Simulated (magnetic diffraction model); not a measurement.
# Solving a magnetic structure from powder neutron data: Yb2ErLuS6

Space group P2_1/m (no. 11), a = 11.0120 Å, b = 4.0860 Å, c = 11.3020 Å, β = 103.20°.

| site | atom | x | y | z |
| --- | --- | --- | --- | --- |
| 2e | Lu | 0.0331 | 3/4 | 0.2047 |
| 2e | Yb | 0.5798 | 3/4 | 0.6765 |
| 2e | Yb | 0.3409 | 3/4 | 0.9472 |
| 2e | Er | 0.1803 | 3/4 | 0.5371 |
| 2e | S | 0.9563 | 3/4 | 0.6180 |
| 2e | S | 0.7443 | 3/4 | 0.2652 |
| 2e | S | 0.6175 | 3/4 | 0.3857 |
| 2e | S | 0.5729 | 3/4 | 0.9093 |
| 2e | S | 0.2733 | 3/4 | 0.3215 |
| 2e | S | 0.0817 | 3/4 | 0.9605 |

The compound is invented for this exercise: a known structure type with other elements, its cell scaled to their sizes and not relaxed.

Only Yb and Er are taken to order (form factors of Yb3+ and Er3+); orders and moment sizes are assumed, and not adapted to the symmetry. Radiation: neutrons of λ = 2.0775 Å, 5° to 40°; isotropic B of 0.1 Å² (Lu), 0.1 Å² (Yb), 0.1 Å² (Er) and 0.15 Å² (S). Simulated constant-wavelength pattern: nuclear and magnetic terms add, the magnetic one as |2.695 fm × Σ f S⊥ exp(2πi Q·r) exp(−B s²)|², summed over all Q at one angle with the factor 1/(sin²θ cos θ). For collinear order S is the moment m, which repeats by lattice and centring translations R with the sign exp(−2πi k·R). Free-ion form factors, Sears's scattering lengths of 1992, no absorption; a label names one of the reflections at its angle. The strongest nuclear line in the range is 100, and lines under 0.2 are left out.

Above the ordering temperature:

```
2θ (°)     index      I
 11.12   (1 0 0)   35.9
 13.65  (1 0 -1)    1.3
 17.25   (1 0 1)    4.1
 21.77   (0 0 2)    1.6
 22.08  (1 0 -2)   10.2
 22.35   (2 0 0)    2.1
 22.51  (2 0 -1)    1.1
 26.72   (1 0 2)    6.1
 27.08   (2 0 1)    3.0
 27.50  (2 0 -2)    0.2
 31.47   (0 1 1)    8.8
 31.57   (1 1 0)   19.7
 32.23  (1 0 -3)  100.0
 32.59  (1 1 -1)    9.7
 32.90   (0 0 3)   21.8
 33.04  (3 0 -1)   93.4
 33.80   (3 0 0)   16.7
 34.33   (1 1 1)   77.9
 34.90   (2 0 2)   43.3
 35.45  (2 0 -3)    3.5
 35.92  (3 0 -2)    5.8
 36.92   (0 1 2)    1.2
```
(The table stops after 22 lines; 4 more lie at higher angle.)

Below it (cell unchanged):

```tsv
2θ (°)	I
10.83	8.4
11.12	146.1
13.65	96.4
17.25	11.6
21.77	6.8
22.08	32.9
22.35	17.2
22.51	46.2
26.72	11.7
27.08	5.1
27.50	36.4
29.45	29.2
31.47	61.7
31.57	28.9
32.23	111.7
32.59	28.2
32.90	29.0
33.04	100.3
33.80	18.4
34.33	93.5
34.90	44.3
35.45	27.1
35.92	6.7
36.92	24.5
37.12	45.4
37.27	5.8
37.28	35.9
37.39	28.7
37.99	1.0
```

**Question.** Find the propagation vector, then choose among these models:
A. collinear moments along [101], 2.3 μB on Yb and 6.9 μB on Er; signs + at (0.5798, 3/4, 0.6765), + at (0.4202, 1/4, 0.3235), + at (0.3409, 3/4, 0.9472), + at (0.6591, 1/4, 0.0528), − at (0.1803, 3/4, 0.5371), + at (0.8197, 1/4, 0.4629)
B. collinear moments along [101], 2.3 μB on Yb and 6.9 μB on Er; signs + at (0.5798, 3/4, 0.6765), − at (0.4202, 1/4, 0.3235), + at (0.3409, 3/4, 0.9472), − at (0.6591, 1/4, 0.0528), − at (0.1803, 3/4, 0.5371), + at (0.8197, 1/4, 0.4629)
C. collinear moments along [111], 2.3 μB on Yb and 6.9 μB on Er; signs + at (0.5798, 3/4, 0.6765), + at (0.4202, 1/4, 0.3235), + at (0.3409, 3/4, 0.9472), + at (0.6591, 1/4, 0.0528), − at (0.1803, 3/4, 0.5371), + at (0.8197, 1/4, 0.4629)
D. collinear moments along [111], 2.3 μB on Yb and 6.9 μB on Er; signs + at (0.5798, 3/4, 0.6765), − at (0.4202, 1/4, 0.3235), + at (0.3409, 3/4, 0.9472), − at (0.6591, 1/4, 0.0528), − at (0.1803, 3/4, 0.5371), + at (0.8197, 1/4, 0.4629)

No line moves, and magnetic intensity falls on nuclear lines such as the one at 11.12°; new lines at (0 0 1) and (0 1 0) have whole indices that obey the lattice centring, at places with no nuclear intensity to speak of, so the magnetic cell equals the chemical primitive cell: k = 0.

Magnetic intensity, observed (below minus above) and for each model:

| 2θ (°) | index | observed | A | B | C | D |
| --- | --- | --- | --- | --- | --- | --- |
| 11.12 | (1 0 0) | 110.1 | 98.4 | 58.1 | 110.1 | 65.1 |
| 17.25 | (1 0 1) | 7.5 | 0.1 | 0.2 | 7.5 | 20.8 |
| 22.08 | (1 0 -2) | 22.6 | 22.3 | 1.5 | 22.6 | 1.6 |
| 22.51 | (2 0 -1) | 45.0 | 44.4 | 17.0 | 45.0 | 17.2 |
| 27.50 | (2 0 -2) | 36.2 | 36.2 | 95.7 | 36.2 | 95.7 |
| 29.45 | (0 1 0) | 29.2 | 31.8 | 3.4 | 29.2 | 3.1 |
| 31.57 | (1 1 0) | 9.2 | 9.9 | 41.1 | 9.2 | 38.3 |
| 34.33 | (1 1 1) | 15.5 | 16.4 | 0.4 | 15.5 | 0.4 |

Model C matches.

The structure used: k = (0 0 0), collinear moments along [111], 2.3 μB on Yb and 6.9 μB on Er; signs + at (0.5798, 3/4, 0.6765), + at (0.4202, 1/4, 0.3235), + at (0.3409, 3/4, 0.9472), + at (0.6591, 1/4, 0.0528), − at (0.1803, 3/4, 0.5371), + at (0.8197, 1/4, 0.4629).

[Logs are printed without paths, hosts, clocks, repeated set-up lines and the standing remarks that a program may print on its own settings, such as how far it seeks lower states.]
